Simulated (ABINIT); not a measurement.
## Beyond one shot: Be3N2 (R3m)

Wanted: G0W0 and self-consistent gaps of Be3N2 (R3m), with the cost of the cycles.

Program: ABINIT 10.8.3. Level of theory: LDA and many-body steps on it, plane waves. Results are calculated unless marked as measured.

### Step 1. The starting structure

The structure is trigonal, space group R3m (No. 160). Conventional cell: a = 2.840 Å, b = 2.840 Å, c = 14.599 Å, α = 90.00°, β = 90.00°, γ = 120.00°. Nearest to Be lie 3 N at 1.65 Å. Nearest to Be lie 4 N at 1.66 to 1.84 Å. Be has 4 N at 1.68 to 1.78 Å nearest. N has 5 Be at 1.65 to 1.68 Å nearest. N has 6 Be at 1.78 to 1.84 Å nearest. Farther neighbours and most contacts between anions are not listed.

The cell and positions are those that the Materials Project relaxed with its own functionals (PBE, PBE+U or r2SCAN), kept fixed.

### Step 2. Empty states on the mesh, 6×6×6 mesh, 82 bands

This step: ABINIT 10.8.3; DFT, LDA, plane waves, norm-conserving pseudopotentials.

The sums over transitions need many empty states on a uniform mesh; this step solves for them.

run.abi reads:

```
acell 3*1.0 Angstrom
rprim 
  1.419805055509 0.819724830995 4.866215662800
  -1.419805055509 0.819724830995 4.866215662800
  -0.000000000000 -1.639449661990 4.866215662800
ntypat 2
znucl 4 7
natom 5
typat 1 1 1 2 2
xred 
  0.859001080000 0.859001080000 0.859001080000
  0.317694560000 0.317694560000 0.317694560000
  0.088806770000 0.088806770000 0.088806770000
  0.204162680000 0.204162680000 0.204162680000
  0.708434910000 0.708434910000 0.708434910000
pp_dirpath "pseudos"
pseudos "Be.upf, N.upf"
ecut 38
ngkpt 6 6 6
nshiftk 1
shiftk 0 0 0
kptopt 1
chksymbreak 0
irdden 1
istwfk *1
nband 82
prtvol 0
optdriver 6
gwr_task "HDIAGO"
paral_kgb 0
occopt 1
indata_prefix "in"
outdata_prefix "out"
tmpdata_prefix "tmp"
```

The run is started by

```sh
OMP_NUM_THREADS=1 mpirun -n 4 abinit run.abi > log
```

Log:

```text
.Version 10.8.3 of ABINIT. v10.8.2 released Aug 2026.

 Symmetries : space group R3 m (#160); Bravais hR (rhombohedral)
[... echo of the input left out ...]
== DATASET  1 ==================================================================
-   mpi_nproc: 4, omp_nthreads: 1 (-1 if OMP is not activated)

--- !DatasetInfo
iteration_state: {dtset: 1, }
dimensions: {natom: 5, nkpt: 32, mband: 82, nsppol: 1, nspinor: 1, nspden: 1, mpw: 2589, }
cutoff_energies: {ecut:  38.0, pawecutdg:  -1.0, }
[...]
Indirect band gap semiconductor
 Fundamental gap:     2.731 (eV)
   VBM:     5.933 (eV) at k: [ 0.0000E+00,  0.0000E+00,  0.0000E+00]
   CBM:     8.664 (eV) at k: [ 5.0000E-01,  5.0000E-01,  0.0000E+00]
 Direct gap:         3.792 (eV) at k: [ 5.0000E-01,  5.0000E-01,  0.0000E+00]

== END DATASET(S) ==============================================================
================================================================================

 -outvars: echo values of variables after computation  --------
           etotal      0.0000000000E+00
            nband          82
             nkpt          32
          spgroup         160
 [... the other variables as echoed above ...]

 Calculation completed.
```

Run time: 2.3 min. Hardware: 4 MPI ranks of Arm Neoverse V1, shared host; peak memory 1.7 GiB.

This step gave:

```yaml
gap: 2.731 eV
k_of_the_valence_top: 0, 0, 0
k_of_the_conduction_bottom: 0.5, 0.5, 0
least_direct_gap: 3.792 eV
k_points_computed: 32
lowest_point_of_the_top_converged_band_above_the_valence_top: 73.7374 eV
```

On this mesh the gap is 2.731 eV.

The density comes from a self-consistent run that is not shown.

### Step 3. Screening, 6×6×6 mesh, 74 bands, screening to 130.6 eV

The RPA dielectric matrix is built and inverted for each q.

This step: RPA screening on LDA, plane waves, norm-conserving pseudopotentials.

run.abi, as its differences from that of step 2:

```diff
@@ -23,10 +23,11 @@
 chksymbreak 0
-irdden 1
 istwfk *1
-nband 82
-prtvol 0
-optdriver 6
-gwr_task "HDIAGO"
-paral_kgb 0
 occopt 1
+irdwfk 1
+optdriver 3
+nband 74
+ecuteps 4.8
+inclvkb 2
+awtr 1
+symchi 1
 indata_prefix "in"
```

Log:

```text
.Version 10.8.3 of ABINIT. v10.8.2 released Aug 2026.

 Symmetries : space group R3 m (#160); Bravais hR (rhombohedral)
[... echo of the input left out ...]
== DATASET  1 ==================================================================
-   mpi_nproc: 4, omp_nthreads: 1 (-1 if OMP is not activated)

--- !DatasetInfo
iteration_state: {dtset: 1, }
dimensions: {natom: 5, nkpt: 32, mband: 74, nsppol: 1, nspinor: 1, nspden: 1, mpw: 2589, }
cutoff_energies: {ecut:  38.0, pawecutdg:  -1.0, }
electrons: {nelect:   2.20000000E+01, charge:   0.00000000E+00, occopt:   1.00000000E+00, tsmear:   1.00000000E-02, }

 SCREENING: Calculation of the susceptibility and dielectric matrices

 Based on a program developped by R.W. Godby, V. Olevano, G. Onida, and L. Reining.
 Incorporated in ABINIT by V. Olevano, G.-M. Rignanese, and M. Torrent.
.Using double precision arithmetic ; gwpc =  8

[... cell and pseudopotentials left out ...]
--------------------------------------------------------------------------------

 ==== K-mesh for the wavefunctions ====
 Number of points in the irreducible wedge :    32
[... list of points left out ...]
 Together with  6 symmetry operations and time-reversal symmetry
 yields   216 points in the full Brillouin Zone.

 ==== Q-mesh for the screening function ====
 Number of points in the irreducible wedge :    32
[... list of points left out ...]
 Together with  6 symmetry operations and time-reversal symmetry
 yields   216 points in the full Brillouin Zone.

 setmesh: FFT mesh size selected  =    36x   36x   36
          total number of points  =        46656

 vcoul_init : cutoff-mode = AUXILIARY_FUNCTION
 q-points for optical limit:   1
     1)      0.000010    0.000020    0.000030

- screening: taking advantage of time-reversal symmetry
- Maximum band index for partially occupied states nbvw = 11
- Remaining bands to be divided among processors   nbcw = 63
- Number of bands treated by each node ~15

 Number of electrons calculated from density =   22.0000; Expected =   22.0000
 average of density, n =  0.095937
 r_s =    1.3551
 omega_plasma =   29.8778 [eV]

 calculating chi0 at frequencies [eV] :
  1    0.000000E+00    0.000000E+00
  2    0.000000E+00    2.987782E+01

--------------------------------------------------------------------------------
  q-point number  1        q = ( 0.000000, 0.000000, 0.000000) [r.l.u.]
--------------------------------------------------------------------------------
[... chi0 elements left out ...]
 For q-point:  0.000010 0.000020 0.000030
  dielectric constant =   4.5294
  dielectric constant without local fields =   4.9259

  Average fulfillment of the sum rule on Im[epsilon] for q-point    1 :     69.55  [%]
[... wings left out ...]
  q-point number  2        q = ( 0.166667, 0.000000, 0.000000) [r.l.u.]
--------------------------------------------------------------------------------
[... chi0 elements left out ...]
  Average fulfillment of the sum rule on Im[epsilon] for q-point    2 :     80.21  [%]

 [... 30 further q-points ...]
```

The job ended after 9.1 min (4 MPI ranks; peak memory 3 GiB; 37 min of CPU time).

This step gave:

- ε∞ with local fields, on this mesh, along the program's q direction: 4.529
- the same without local fields: 4.926
- plasma frequency: 29.88 eV
- plane waves in the screening matrix: 111

Local fields lower ε∞ by 8 %.

### Step 4. G0W0

The self-energy is evaluated for the states that the input lists, and the levels follow from it, in one-shot runs by the linearised quasiparticle equation.

This step: G0W0 on LDA, plane waves, norm-conserving pseudopotentials.

run.abi, as its differences from that of step 3:

```diff
@@ -26,8 +26,21 @@
 irdwfk 1
-optdriver 3
+optdriver 4
 nband 74
+gwcalctyp 0
+ecutsigx 38
+symsigma 1
+nkptgw 4
+kptgw 
+  0.0000000000 0.0000000000 0.0000000000
+  0.5000000000 0.5000000000 0.0000000000
+  0.5000000000 0.0000000000 0.0000000000
+  0.5000000000 0.5000000000 0.5000000000
+bdgw 
+  10 13
+  10 13
+  10 13
+  10 13
 ecuteps 4.8
-inclvkb 2
-awtr 1
-symchi 1
+irdscr 1
+ppmodel 1
 indata_prefix "in"
```

Log:

```text
.Version 10.8.3 of ABINIT. v10.8.2 released Aug 2026.

 Symmetries : space group R3 m (#160); Bravais hR (rhombohedral)
[... echo of the input left out ...]
== DATASET  1 ==================================================================
-   mpi_nproc: 4, omp_nthreads: 1 (-1 if OMP is not activated)

--- !DatasetInfo
iteration_state: {dtset: 1, }
dimensions: {natom: 5, nkpt: 32, mband: 74, nsppol: 1, nspinor: 1, nspden: 1, mpw: 2589, }
cutoff_energies: {ecut:  38.0, pawecutdg:  -1.0, }
electrons: {nelect:   2.20000000E+01, charge:   0.00000000E+00, occopt:   1.00000000E+00, tsmear:   1.00000000E-02, }

 SIGMA: Calculation of the GW corrections

 Based on a program developped by R.W. Godby, V. Olevano, G. Onida, and L. Reining.
 Incorporated in ABINIT by V. Olevano, G.-M. Rignanese, and M. Torrent.
.Using double precision arithmetic ; gwpc =  8

[... cell and pseudopotentials left out ...]
--------------------------------------------------------------------------------

 ==== K-mesh for the wavefunctions ====
 Number of points in the irreducible wedge :    32
[... list of points left out ...]
 Together with  6 symmetry operations and time-reversal symmetry
 yields   216 points in the full Brillouin Zone.

 ==== Q-mesh for screening function ====
 Number of points in the irreducible wedge :    32
[... list of points left out ...]
 Together with  6 symmetry operations and time-reversal symmetry
 yields   216 points in the full Brillouin Zone.

 vcoul_init : cutoff-mode = AUXILIARY_FUNCTION
 q-points for optical limit:   1
     1)      0.000010    0.000020    0.000030
 setmesh: FFT mesh size selected  =    54x   54x   54
          total number of points  =       157464

 Number of electrons calculated from density =   22.0000; Expected =   22.0000
 average of density, n =  0.095937
 r_s =    1.3551
 omega_plasma =   29.8778 [eV]

 === KS Band Gaps ===
  >>>> For spin  1
   Minimum direct gap =   3.7920 [eV], located at k-point      :   0.5000  0.5000  0.0000
   Fundamental gap    =   2.7311 [eV], Top of valence bands at :   0.0000  0.0000  0.0000
                                       Bottom of conduction at :   0.5000  0.5000  0.0000
 SIGMA fundamental parameters:
 PLASMON POLE MODEL  1
 number of plane-waves for SigmaX                 2557
 number of plane-waves for SigmaC and W            111
 number of plane-waves for wavefunctions          2557
 number of bands                                    74
 number of independent spin polarizations            1
 number of spinorial components                      1
 number of k-points in IBZ                          32
 number of q-points in IBZ                          32
 number of symmetry operations                       6
 number of k-points in BZ                          216
 number of q-points in BZ                          216
 number of frequencies for dSigma/dE                 9
 frequency step for dSigma/dE [eV]                0.25
 number of omega for Sigma on real axis              0
 max omega for Sigma on real axis  [eV]           0.00
 zcut for avoiding poles [eV]                     0.10

 EPSILON^-1 parameters (SCR file):
 dimension of the eps^-1 matrix on file            111
 dimension of the eps^-1 matrix used               111
 number of plane-waves for wavefunctions          2557
 number of bands                                    74
 number of q-points in IBZ                          32
 number of frequencies                               2
 number of real frequencies                          1
 number of imag frequencies                          1

 matrix elements of self-energy operator (all in [eV])

 Perturbative Calculation

--- !SelfEnergy_ee
iteration_state: {dtset: 1, }
kpoint     : [   0.000,    0.000,    0.000, ]
spin       : 1
KS_gap     :    6.136
QP_gap     :    7.743
Delta_QP_KS:    1.607
data: !SigmaeeData |
     Band     E0 <VxcDFT>   SigX SigC(E0)      Z dSigC/dE  Sig(E)    E-E0       E
       10   5.933 -17.551 -21.705   3.365   0.807  -0.239 -18.187  -0.636   5.297
       11   5.933 -17.551 -21.705   3.365   0.807  -0.239 -18.187  -0.636   5.297
       12  12.069 -13.926  -8.292  -4.452   0.821  -0.218 -12.955   0.971  13.040
       13  13.753 -13.231  -7.058  -4.637   0.831  -0.204 -11.955   1.276  15.029

--- !SelfEnergy_ee
iteration_state: {dtset: 1, }
kpoint     : [   0.500,    0.500,    0.000, ]
spin       : 1
KS_gap     :    3.792
QP_gap     :    5.299
Delta_QP_KS:    1.507
data: !SigmaeeData |
     Band     E0 <VxcDFT>   SigX SigC(E0)      Z dSigC/dE  Sig(E)    E-E0       E
       10   4.591 -16.864 -21.376   3.575   0.804  -0.244 -17.617  -0.754   3.837
       11   4.872 -16.773 -20.908   3.303   0.804  -0.244 -17.442  -0.670   4.203
[...]
--- !SelfEnergy_ee
iteration_state: {dtset: 1, }
kpoint     : [   0.500,    0.000,    0.000, ]
spin       : 1
KS_gap     :    7.577
QP_gap     :    9.504
Delta_QP_KS:    1.927
data: !SigmaeeData |
     Band     E0 <VxcDFT>   SigX SigC(E0)      Z dSigC/dE  Sig(E)    E-E0       E
[...]
--- !SelfEnergy_ee
iteration_state: {dtset: 1, }
kpoint     : [   0.500,    0.500,    0.500, ]
spin       : 1
KS_gap     :    7.363
QP_gap     :    9.257
Delta_QP_KS:    1.894
data: !SigmaeeData |
     Band     E0 <VxcDFT>   SigX SigC(E0)      Z dSigC/dE  Sig(E)    E-E0       E
[...]
11   5.590 -17.217 -21.556   3.467   0.807  -0.240 -17.920  -0.703   4.887
       12  12.953 -14.357  -8.149  -4.750   0.817  -0.224 -13.165   1.191  14.144
       13  14.731 -14.438  -8.033  -4.847   0.812  -0.232 -13.173   1.265  15.997

== END DATASET(S) ==============================================================
================================================================================

 -outvars: echo values of variables after computation  --------
           etotal      0.0000000000E+00
            nband          74
             nkpt          32
          spgroup         160
 [... the other variables as echoed above ...]

 Calculation completed.
```

Run time: 27 s. Hardware: 4 MPI ranks; peak memory 2.3 GiB; 1.8 min of CPU time.

Numbers from this step:

| Property | Result |
| --- | --- |
| G0W0 gap on the mesh | 4.204 eV |
| starting gap on the mesh | 2.731 eV |
| k of the valence top | 0, 0, 0 |
| k of the conduction bottom | 0.5, 0.5, 0 |
| Z at the valence top | 0.807 |
| Z at the conduction bottom | 0.843 |
| least direct G0W0 gap on the computed points | 5.298 eV |

The gap on the mesh goes from 2.73 eV to 4.20 eV, a correction of +1.47 eV.

### Step 5. evGW0, cycle 1

This step: evGW0 on LDA, plane waves, norm-conserving pseudopotentials.

run.abi, as its differences from that of step 4:

```diff
@@ -28,16 +28,72 @@
 nband 74
-gwcalctyp 0
+gwcalctyp 10
 ecutsigx 38
 symsigma 1
-nkptgw 4
+nkptgw 32
 kptgw 
   0.0000000000 0.0000000000 0.0000000000
+  0.1666666667 0.0000000000 0.0000000000
+  0.3333333333 0.0000000000 0.0000000000
+  0.5000000000 0.0000000000 0.0000000000
+  0.1666666667 0.1666666667 0.0000000000
+  0.3333333333 0.1666666667 0.0000000000
+  0.5000000000 0.1666666667 0.0000000000
+  -0.3333333333 0.1666666667 0.0000000000
+  -0.1666666667 0.1666666667 0.0000000000
+  0.3333333333 0.3333333333 0.0000000000
+  0.5000000000 0.3333333333 0.0000000000
+  -0.3333333333 0.3333333333 0.0000000000
   0.5000000000 0.5000000000 0.0000000000
-  0.5000000000 0.0000000000 0.0000000000
+  0.1666666667 0.1666666667 0.1666666667
+  0.3333333333 0.1666666667 0.1666666667
+  0.5000000000 0.1666666667 0.1666666667
+  -0.3333333333 0.1666666667 0.1666666667
+  -0.1666666667 0.1666666667 0.1666666667
+  0.3333333333 0.3333333333 0.1666666667
+  0.5000000000 0.3333333333 0.1666666667
+  -0.3333333333 0.3333333333 0.1666666667
+  -0.1666666667 0.3333333333 0.1666666667
+  0.5000000000 0.5000000000 0.1666666667
+  -0.3333333333 0.5000000000 0.1666666667
+  -0.1666666667 0.5000000000 0.1666666667
+  -0.3333333333 -0.3333333333 0.1666666667
+  0.3333333333 0.3333333333 0.3333333333
+  0.5000000000 0.3333333333 0.3333333333
+  -0.3333333333 0.3333333333 0.3333333333
+  0.5000000000 0.5000000000 0.3333333333
+  -0.3333333333 0.5000000000 0.3333333333
   0.5000000000 0.5000000000 0.5000000000
 bdgw 
-  10 13
-  10 13
-  10 13
-  10 13
+  6 15
+  6 15
+  6 15
+  6 15
+  6 15
+  6 15
+  6 15
+  6 15
+  6 15
+  6 15
+  6 15
+  6 15
+  6 15
+  6 15
+  6 15
+  6 15
+  6 15
+  6 15
+  6 15
+  6 15
+  6 15
+  6 15
+  6 15
+  6 15
+  6 15
+  6 15
+  6 15
+  6 15
+  6 15
+  6 15
+  6 15
+  6 15
 ecuteps 4.8
```

Log:

```text
.Version 10.8.3 of ABINIT. v10.8.2 released Aug 2026.

 Symmetries : space group R3 m (#160); Bravais hR (rhombohedral)
[... echo of the input left out ...]
== DATASET  1 ==================================================================
-   mpi_nproc: 4, omp_nthreads: 1 (-1 if OMP is not activated)

--- !DatasetInfo
iteration_state: {dtset: 1, }
dimensions: {natom: 5, nkpt: 32, mband: 74, nsppol: 1, nspinor: 1, nspden: 1, mpw: 2589, }
cutoff_energies: {ecut:  38.0, pawecutdg:  -1.0, }
electrons: {nelect:   2.20000000E+01, charge:   0.00000000E+00, occopt:   1.00000000E+00, tsmear:   1.00000000E-02, }

 SIGMA: Calculation of the GW corrections

 Based on a program developped by R.W. Godby, V. Olevano, G. Onida, and L. Reining.
 Incorporated in ABINIT by V. Olevano, G.-M. Rignanese, and M. Torrent.
.Using double precision arithmetic ; gwpc =  8

[... cell and pseudopotentials left out ...]
--------------------------------------------------------------------------------

 ==== K-mesh for the wavefunctions ====
 Number of points in the irreducible wedge :    32
[... list of points left out ...]
 Together with  6 symmetry operations and time-reversal symmetry
 yields   216 points in the full Brillouin Zone.

 ==== Q-mesh for screening function ====
 Number of points in the irreducible wedge :    32
[... list of points left out ...]
 Together with  6 symmetry operations and time-reversal symmetry
 yields   216 points in the full Brillouin Zone.

 vcoul_init : cutoff-mode = AUXILIARY_FUNCTION
 q-points for optical limit:   1
     1)      0.000010    0.000020    0.000030
 setmesh: FFT mesh size selected  =    54x   54x   54
          total number of points  =       157464

 Number of electrons calculated from density =   22.0000; Expected =   22.0000
[...]
spin       : 1
KS_gap     :    6.953
QP_gap     :    8.880
Delta_QP_KS:    1.926
data: !SigmaeeData |
     Band     E_DFT   <VxcDFT>   E(N-1)  <Hhartree>   SigX  SigC[E(N-1)]    Z     dSigC/dE  Sig[E(N)]  DeltaE  E(N)_pert E(N)_diago
[...]
--- !SelfEnergy_ee
iteration_state: {dtset: 1, }
kpoint     : [   0.500,    0.500,    0.500, ]
spin       : 1
KS_gap     :    7.363
QP_gap     :    9.257
Delta_QP_KS:    1.894
data: !SigmaeeData |
     Band     E_DFT   <VxcDFT>   E(N-1)  <Hhartree>   SigX  SigC[E(N-1)]    Z     dSigC/dE  Sig[E(N)]  DeltaE  E(N)_pert E(N)_diago
[...]
14    14.910   -12.580    14.910    27.490    -5.917    -4.821     0.834    -0.198   -11.043     1.536    16.446    16.751
       15    14.910   -12.580    14.910    27.490    -5.917    -4.821     0.834    -0.198   -11.043     1.536    16.446    16.751

 New Fermi energy :        2.719859E-01 Ha ,    7.401114E+00 eV

 === QP Band Gaps ===
  >>>> For spin  1
   Minimum direct gap =   5.6180 [eV], located at k-point      :   0.5000  0.5000  0.0000
   Fundamental gap    =   4.5126 [eV], Top of valence bands at :   0.0000  0.0000  0.0000
                                       Bottom of conduction at :   0.5000  0.5000  0.0000

 writing QP data on file : out_QPS

 Convergence of QP corrections
 >>>>> For spin  1 <<<<<
.  kptgw no:  1; Maximum DeltaE = (  -0.605  -0.000) for band index:  9
.  kptgw no:  2; Maximum DeltaE = (  -0.633   0.000) for band index: 10
.  kptgw no:  3; Maximum DeltaE = (  -0.762  -0.000) for band index:  9
[...]
.  kptgw no: 31; Maximum DeltaE = (  -0.818  -0.000) for band index: 10
.  kptgw no: 32; Maximum DeltaE = (  -0.703   0.000) for band index: 10

== END DATASET(S) ==============================================================
================================================================================

 -outvars: echo values of variables after computation  --------
           etotal      0.0000000000E+00
            nband          74
             nkpt          32
          spgroup         160
 [... the other variables as echoed above ...]

 Calculation completed.
```

Wall time 21 min (4 MPI ranks); peak memory 4.6 GiB.

Numbers from this step:

```yaml
quasiparticle_gap_on_the_mesh: 4.512 eV
gap_of_the_density_functional_on_the_mesh: 2.731 eV
k_of_the_valence_top: 0, 0, 0
k_of_the_conduction_bottom: 0.5, 0.5, 0
z_at_the_valence_top: 0.807
z_at_the_conduction_bottom: 0.843
least_direct_quasiparticle_gap_on_the_computed_points: 5.618 eV
```

Against G0W0 in ABINIT (6×6×6 mesh, 74 bands, screening to 130.6 eV, Godby-Needs plasmon pole), the gap moves by +0.308 eV. This first cycle still uses the starting levels; it takes the full correction, at all points of the mesh, and its linearised value is 4.204 eV.

(Part 1 of 3 ends here.)

[Paths, hosts, dates, memory and timing lines, banners, echoed tables and standing remarks are left out of the program output.]

[Logs are printed without paths, hosts, clocks, repeated set-up lines and the standing remarks that a program may print on its own settings, such as how far it seeks lower states.]

[Runs of the session that timed out or met a known fault of the program may be left out.]

[Hosts, paths, dates, database ids (printed as entryN), source tags and the programs' standing remarks are cut or masked in the printed files.]

[G0W0 gaps are taken among the corrected bands and points alone; a level outside them can change the order at an edge.]

[Where Ansatz stands beside ABINIT at settings called matched, ABINIT's density can come from a denser mesh and the files from another edition; pairs whose starting gaps differed by over 0.03 eV were left out, so agreement reads better than it is.]
